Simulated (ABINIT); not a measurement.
**SiC (Moissanite): G0W0 with ABINIT, start to end**

How does a plane-wave GW calculation on SiC (Moissanite) run from the first input to the gap?

Calculated with ABINIT 10.8.3; PBE and many-body steps on it, plane waves.

**What was measured.**

- Gap 3.33 eV: band gap at cryogenic temperature; bulk crystal (literature value) (quoted in “Silicon carbide diodes for neutron detection”, 2020, arxiv:2009.14696).

This is a report of a sequence of runs, with most program output left out.

**1. Starting point**

Symmetry: P6_3mc, No. 186, hexagonal system. The conventional cell has a = 3.076 Å, b = 3.076 Å, c = 5.048 Å, α = 90.00°, β = 90.00°, γ = 120.00°. Nearest to Si lie 4 C at 1.87 to 1.94 Å. Nearest to C lie 4 Si at 1.87 to 1.94 Å. Farther neighbours are not listed.

As a file:

```cif
data_structure
_symmetry_space_group_name_H-M 'P6_3mc'
_symmetry_Int_Tables_number 186
_cell_length_a 3.0760
_cell_length_b 3.0760
_cell_length_c 5.0480
_cell_angle_alpha 90.000
_cell_angle_beta 90.000
_cell_angle_gamma 120.000
_cell_volume 41.36
loop_
_atom_site_label
_atom_site_type_symbol
_atom_site_symmetry_multiplicity
_atom_site_Wyckoff_symbol
_atom_site_fract_x
_atom_site_fract_y
_atom_site_fract_z
_atom_site_occupancy
Si1 Si 2 b 0.33333 0.66667 0.00000 1
C1 C 2 b 0.33333 0.66667 0.38500 1
```

The cell and positions come from the Crystallography Open Database and are kept as given unless a step says otherwise.

**2. Ground state**

This step: ABINIT 10.8.3; DFT, PBE, plane waves, norm-conserving pseudopotentials.

The ground-state density comes first.

run.abi

```
acell 3*1.0 Angstrom
rprim 
  3.075999999976 0.000000000005 0.000000000000
  -1.537999999993 2.663894142018 0.000000000000
  0.000000000000 0.000000000000 5.048000000000
ntypat 2
znucl 14 6
natom 4
typat 1 1 2 2
xred 
  0.333333333333 0.666666666667 0.000000000000
  0.666666666667 0.333333333333 0.500000000000
  0.333333333333 0.666666666667 0.385000000000
  0.666666666667 0.333333333333 0.885000000000
pp_dirpath "pseudos"
pseudos "Si.upf, C.upf"
ecut 37
ngkpt 6 6 4
nshiftk 1
shiftk 0 0 0
kptopt 1
chksymbreak 0
nband 14
occopt 1
tolvrs 1e-10
nstep 60
prtwf 0
optforces 0
optstress 0
indata_prefix "in"
outdata_prefix "out"
tmpdata_prefix "tmp"
```

Run with:

```console
$ OMP_NUM_THREADS=1 mpirun -n 4 abinit run.abi > log
```

Wall time 7.6 s (4 MPI ranks of Intel Xeon Platinum 8488C (Sapphire Rapids), shared host); peak memory 0.33 GiB.

This step gave:

- total energy: -558.8537 eV
- gap: 2.329 eV
- k of the valence top: 0, 0, 0
- k of the conduction bottom: 0.3333, 0.3333, 0
- least direct gap: 4.083 eV

The gap is indirect, with the least direct gap 1.75 eV higher.

**3. Bands along the symmetry lines**

Levels along a band path, at the cheap level, show where the edges lie and whether the meshes to come will hold them.

run.abi

```
acell 3*1.0 Angstrom
rprim 
  3.075999999976 0.000000000005 0.000000000000
  -1.537999999993 2.663894142018 0.000000000000
  0.000000000000 0.000000000000 5.048000000000
ntypat 2
znucl 14 6
natom 4
typat 1 1 2 2
xred 
  0.333333333333 0.666666666667 0.000000000000
  0.666666666667 0.333333333333 0.500000000000
  0.333333333333 0.666666666667 0.385000000000
  0.666666666667 0.333333333333 0.885000000000
pp_dirpath "pseudos"
pseudos "Si.upf, C.upf"
ecut 37
iscf -2
irdden 1
kptopt 0
nkpt 75
kpt 
  0.00000000 0.00000000 0.00000000
  0.06250000 0.00000000 0.00000000
  0.12500000 0.00000000 0.00000000
  0.18750000 0.00000000 0.00000000
  0.25000000 0.00000000 0.00000000
  0.31250000 0.00000000 0.00000000
  0.37500000 0.00000000 0.00000000
  0.43750000 0.00000000 0.00000000
  0.50000000 0.00000000 0.00000000
  0.47916667 0.04166667 0.00000000
  0.45833333 0.08333333 0.00000000
  0.43750000 0.12500000 0.00000000
  0.41666666 0.16666666 0.00000000
  0.39583333 0.20833333 0.00000000
  0.37500000 0.25000000 0.00000000
  0.35416666 0.29166666 0.00000000
  0.33333333 0.33333333 0.00000000
  0.29166666 0.29166666 0.00000000
  0.25000000 0.25000000 0.00000000
  0.20833333 0.20833333 0.00000000
  0.16666666 0.16666666 0.00000000
  0.12500000 0.12500000 0.00000000
  0.08333333 0.08333333 0.00000000
  0.04166667 0.04166667 0.00000000
  0.00000000 0.00000000 0.00000000
  0.00000000 0.00000000 0.06250000
  0.00000000 0.00000000 0.12500000
  0.00000000 0.00000000 0.18750000
  0.00000000 0.00000000 0.25000000
  0.00000000 0.00000000 0.31250000
  0.00000000 0.00000000 0.37500000
  0.00000000 0.00000000 0.43750000
  0.00000000 0.00000000 0.50000000
  0.06250000 0.00000000 0.50000000
  0.12500000 0.00000000 0.50000000
  0.18750000 0.00000000 0.50000000
  0.25000000 0.00000000 0.50000000
  0.31250000 0.00000000 0.50000000
  0.37500000 0.00000000 0.50000000
  0.43750000 0.00000000 0.50000000
  0.50000000 0.00000000 0.50000000
  0.47916667 0.04166667 0.50000000
  0.45833333 0.08333333 0.50000000
  0.43750000 0.12500000 0.50000000
  0.41666666 0.16666666 0.50000000
  0.39583333 0.20833333 0.50000000
  0.37500000 0.25000000 0.50000000
  0.35416666 0.29166666 0.50000000
  0.33333333 0.33333333 0.50000000
  0.29166666 0.29166666 0.50000000
  0.25000000 0.25000000 0.50000000
  0.20833333 0.20833333 0.50000000
  0.16666666 0.16666666 0.50000000
  0.12500000 0.12500000 0.50000000
  0.08333333 0.08333333 0.50000000
  0.04166667 0.04166667 0.50000000
  0.00000000 0.00000000 0.50000000
  0.50000000 0.00000000 0.50000000
  0.50000000 0.00000000 0.43750000
  0.50000000 0.00000000 0.37500000
  0.50000000 0.00000000 0.31250000
  0.50000000 0.00000000 0.25000000
  0.50000000 0.00000000 0.18750000
  0.50000000 0.00000000 0.12500000
  0.50000000 0.00000000 0.06250000
  0.50000000 -0.00000000 0.00000000
  0.33333333 0.33333333 0.50000000
  0.33333333 0.33333333 0.43750000
  0.33333333 0.33333333 0.37500000
  0.33333333 0.33333333 0.31250000
  0.33333333 0.33333333 0.25000000
  0.33333333 0.33333333 0.18750000
  0.33333333 0.33333333 0.12500000
  0.33333333 0.33333333 0.06250000
  0.33333333 0.33333333 0.00000000
istwfk *1
nband 15
nbdbuf 2
tolwfr 1e-08
nstep 40
prtwf 0
prtvol 0
indata_prefix "in"
outdata_prefix "out"
tmpdata_prefix "tmp"
```

The job ended after 12 s (4 MPI ranks; peak memory 0.33 GiB).

This step gave:

```yaml
gap: 2.329 eV
k_of_the_valence_top: 0, 0, 0
k_of_the_conduction_bottom: 0.3333, 0.3333, 0
least_direct_gap: 4.083 eV
```

The gap is 2.329 eV, as in the run before at this level.

The electronic bands at the labelled points (eV, zero at the top of the highest filled band; v1 is the highest filled band, c1 the lowest empty one):

| point | v4 | v3 | v2 | v1 | c1 | c2 | c3 | c4 |
| --- | --- | --- | --- | --- | --- | --- | --- | --- |
| Γ | -1.56 | -0.28 | -0.28 | 0.00 | 4.62 | 6.02 | 6.51 | 6.51 |
| halfway | -3.22 | -2.75 | -0.93 | -0.90 | 3.89 | 5.73 | 6.97 | 7.71 |
| M | -5.44 | -3.55 | -3.26 | -1.49 | 2.60 | 4.20 | 6.75 | 7.21 |
| halfway | -5.48 | -4.79 | -3.34 | -2.83 | 3.26 | 4.96 | 7.50 | 8.29 |
| K | -6.51 | -4.12 | -4.04 | -4.04 | 2.33 | 7.98 | 8.65 | 8.65 |
| halfway | -4.36 | -3.07 | -1.73 | -1.17 | 5.10 | 5.66 | 6.81 | 6.96 |
| Γ | -1.56 | -0.28 | -0.28 | 0.00 | 4.62 | 6.02 | 6.51 | 6.51 |
| halfway | -1.39 | -1.39 | -0.49 | -0.49 | 4.90 | 6.63 | 6.63 | 6.85 |
| A | -0.97 | -0.97 | -0.97 | -0.97 | 5.71 | 5.71 | 7.17 | 7.17 |
| halfway | -3.07 | -3.07 | -1.96 | -1.96 | 4.36 | 4.36 | 7.13 | 7.13 |
| L | -2.69 | -2.69 | -2.34 | -2.34 | 3.17 | 3.17 | 5.00 | 5.00 |
| halfway | -4.46 | -4.46 | -1.95 | -1.95 | 4.12 | 4.12 | 6.12 | 6.12 |
| H | -5.86 | -5.86 | -1.75 | -1.75 | 4.82 | 4.82 | 5.97 | 5.97 |
| halfway | -3.19 | -3.19 | -2.64 | -2.64 | 5.03 | 5.03 | 7.34 | 7.34 |
| A | -0.97 | -0.97 | -0.97 | -0.97 | 5.71 | 5.71 | 7.17 | 7.17 |
| jump to L | -2.69 | -2.69 | -2.34 | -2.34 | 3.17 | 3.17 | 5.00 | 5.00 |
| halfway | -4.17 | -3.32 | -2.34 | -1.90 | 2.93 | 3.18 | 6.41 | 6.84 |
| M | -5.44 | -3.55 | -3.26 | -1.49 | 2.60 | 4.20 | 6.75 | 7.21 |
| jump to H | -5.86 | -5.86 | -1.75 | -1.75 | 4.82 | 4.82 | 5.97 | 5.97 |
| halfway | -6.66 | -4.76 | -2.85 | -2.85 | 3.52 | 6.34 | 6.34 | 7.68 |
| K | -6.51 | -4.12 | -4.04 | -4.04 | 2.33 | 7.98 | 8.65 | 8.65 |

**4. Empty states on the mesh, 3×3×4 mesh, 81 bands**

The sums over transitions need many empty states on a uniform mesh; this step solves for them.

run.abi

```
acell 3*1.0 Angstrom
rprim 
  3.075999999976 0.000000000005 0.000000000000
  -1.537999999993 2.663894142018 0.000000000000
  0.000000000000 0.000000000000 5.048000000000
ntypat 2
znucl 14 6
natom 4
typat 1 1 2 2
xred 
  0.333333333333 0.666666666667 0.000000000000
  0.666666666667 0.333333333333 0.500000000000
  0.333333333333 0.666666666667 0.385000000000
  0.666666666667 0.333333333333 0.885000000000
pp_dirpath "pseudos"
pseudos "Si.upf, C.upf"
ecut 37
ngkpt 3 3 4
nshiftk 1
shiftk 0 0 0
kptopt 1
chksymbreak 0
iscf -2
irdden 1
istwfk *1
nband 81
nbdbuf 6
tolwfr 1e-09
nstep 60
prtvol 0
indata_prefix "in"
outdata_prefix "out"
tmpdata_prefix "tmp"
```

Wall time 17 s (4 MPI ranks); peak memory 0.32 GiB.

This step gave:

```
gap                                                           : 2.329 eV
k of the valence top                                          : 0, 0, 0
k of the conduction bottom                                    : 0.3333, 0.3333, 0
least direct gap                                              : 4.403 eV
k points computed                                             : 9
lowest point of the top converged band, above the valence top : 66.6053 eV
```

On this mesh the gap is 2.329 eV.

**5. Screening, 3×3×4 mesh, 75 bands, screening to 136.1 eV**

The RPA dielectric matrix is built and inverted for each q.

This step: RPA screening on PBE, plane waves, norm-conserving pseudopotentials.

Edit run.abi of step 4 so:

```diff
@@ -22,10 +22,11 @@
 chksymbreak 0
-iscf -2
-irdden 1
 istwfk *1
-nband 81
-nbdbuf 6
-tolwfr 1e-09
-nstep 60
-prtvol 0
+occopt 1
+irdwfk 1
+optdriver 3
+nband 75
+ecuteps 5
+inclvkb 2
+awtr 1
+symchi 1
 indata_prefix "in"
```

Wall time 7.3 s (4 MPI ranks); peak memory 0.55 GiB; 28 s of CPU time.

This step gave:

```
ε∞ with local fields, on this mesh, along the program's q direction : 8.941
the same without local fields                                       : 9.774
plasma frequency                                                    : 23.09 eV
plane waves in the screening matrix                                 : 135
```

Local fields lower ε∞ by 9 %. On a Γ-centred mesh this coarse the value itself is usually too large, while a short band sum pulls it down.

**6. Self-energy, 3×3×4 mesh, 75 bands, screening to 136.1 eV**

The self-energy is evaluated for the states that the input lists, and the levels follow from it, in one-shot runs by the linearised quasiparticle equation.

This step: G0W0 on PBE, plane waves, norm-conserving pseudopotentials.

Edit run.abi of step 5 so:

```diff
@@ -25,8 +25,19 @@
 irdwfk 1
-optdriver 3
+optdriver 4
 nband 75
+gwcalctyp 0
+ecutsigx 37
+symsigma 1
+nkptgw 3
+kptgw 
+  0.0000000000 0.0000000000 0.0000000000
+  0.3333333333 0.3333333333 0.0000000000
+  0.3333333333 0.0000000000 0.0000000000
+bdgw 
+  6 10
+  7 10
+  7 10
 ecuteps 5
-inclvkb 2
-awtr 1
-symchi 1
+irdscr 1
+ppmodel 1
 indata_prefix "in"
```

The job ended after 4.9 s (4 MPI ranks; peak memory 0.52 GiB; 19 s of CPU time).

This step gave:

```
G0W0 gap on the points computed              : 2.740 eV
starting gap on the mesh                     : 2.329 eV
k of the valence top                         : 0, 0, 0
k of the conduction bottom                   : 0.3333, 0.3333, 0
Z at the valence top                         : 0.806
Z at the conduction bottom                   : 0.834
least direct G0W0 gap on the computed points : 5.217 eV
```

The gap on the mesh goes from 2.33 eV to 2.74 eV, a correction of +0.41 eV.

Limits: finite bands, cutoff and mesh; coarse k mesh. v1 is the top filled band, c1 the lowest empty one. Levels before and after the correction, in eV, zero at the valence-band top of each column:

|  | conduction bottom | valence top |
| --- | --- | --- |
| Kohn-Sham | 2.33 | 0.00 |
| G0W0 | 2.74 | 0.00 |

|  | level | energy (eV) |
| --- | --- | --- |
| Kohn-Sham | Γ v3-v2 | -0.275 |
| Kohn-Sham | Γ v1 | 0.000 |
| Kohn-Sham | Γ c1 | 4.620 |
| Kohn-Sham | Γ c2 | 6.019 |
| Kohn-Sham | (0.333 0.333 0) v2-v1 | -4.042 |
| Kohn-Sham | (0.333 0.333 0) c1 | 2.329 |
| Kohn-Sham | (0.333 0.333 0) c2 | 7.984 |
| G0W0 | Γ v3-v2 | -0.386 |
| G0W0 | Γ v1 | 0.000 |
| G0W0 | Γ c1 | 5.352 |
| G0W0 | Γ c2 | 6.688 |
| G0W0 | (0.333 0.333 0) v2-v1 | -4.535 |
| G0W0 | (0.333 0.333 0) c1 | 2.740 |
| G0W0 | (0.333 0.333 0) c2 | 8.916 |

**7. Where the time went**

Times are wall times on 4 MPI ranks of Intel Xeon Platinum 8488C (Sapphire Rapids), shared host, good to a factor of about two.

| step | time | share | memory (GiB) |
| --- | --- | --- | --- |
| ground state | 7.6 s | 16 % | 0.33 |
| bands along the symmetry lines | 12 s | 24 % | 0.33 |
| empty states on the mesh | 17 s | 34 % | 0.32 |
| screening | 7.3 s | 15 % | 0.55 |
| self-energy | 4.9 s | 10 % | 0.52 |

**8. Results**

- PBE gap: 2.33 eV, indirect
- G0W0 gap on the mesh: 2.74 eV
- GW settings: 3×3×4 mesh, 75 bands, screening to 136.1 eV, Godby-Needs plasmon pole
- known limits: not at the basis limit; coarse k mesh

**Reading.** G0W0 moves the gap on the mesh from 2.33 eV to 2.74 eV (+0.41 eV), with Z of 0.81 and 0.83 at the edges. Local fields lower the RPA ε∞ on this mesh from 9.77 to 8.94; a Γ-centred mesh this coarse tends to raise both, most where the direct gap is narrow, while a short band sum lowers them. Only 3 of the mesh's irreducible points were corrected, so a valley elsewhere could overtake. Against experiment, by G0W0@PBE: the gap of 2.74 eV lies −0.59 eV from the measured 3.33 eV (kind not stated, quoted 2020). The calculation has static nuclei and no excitons; a measured gap holds zero-point and thermal motion, which mostly lowers it. Bands and cutoff are finite, so the gap is not at the basis limit. The miss can reach some tenths of an eV and take either sign; the mesh is an error of its own. In the G0W0 run levels were corrected at 3 k points alone, so a gap called «on the mesh» is the least over those, and an edge elsewhere would be missed. The 3×3×4 mesh is coarse for this cell, which bears on the long-range parts of exchange and screening.

[Paths, hosts, dates, memory and timing lines, banners, echoed tables and standing remarks are left out of the program output.]

[Logs are printed without paths, hosts, clocks, repeated set-up lines and the standing remarks that a program may print on its own settings, such as how far it seeks lower states.]

[Runs of the session that timed out or met a known fault of the program may be left out.]

[Hosts, paths, dates, database ids (printed as entryN), source tags and the programs' standing remarks are cut or masked in the printed files.]

[G0W0 gaps are taken among the corrected bands and points alone; a level outside them can change the order at an edge.]

[Where Ansatz stands beside ABINIT at settings called matched, ABINIT's density can come from a denser mesh and the files from another edition; pairs whose starting gaps differed by over 0.03 eV were left out, so agreement reads better than it is.]
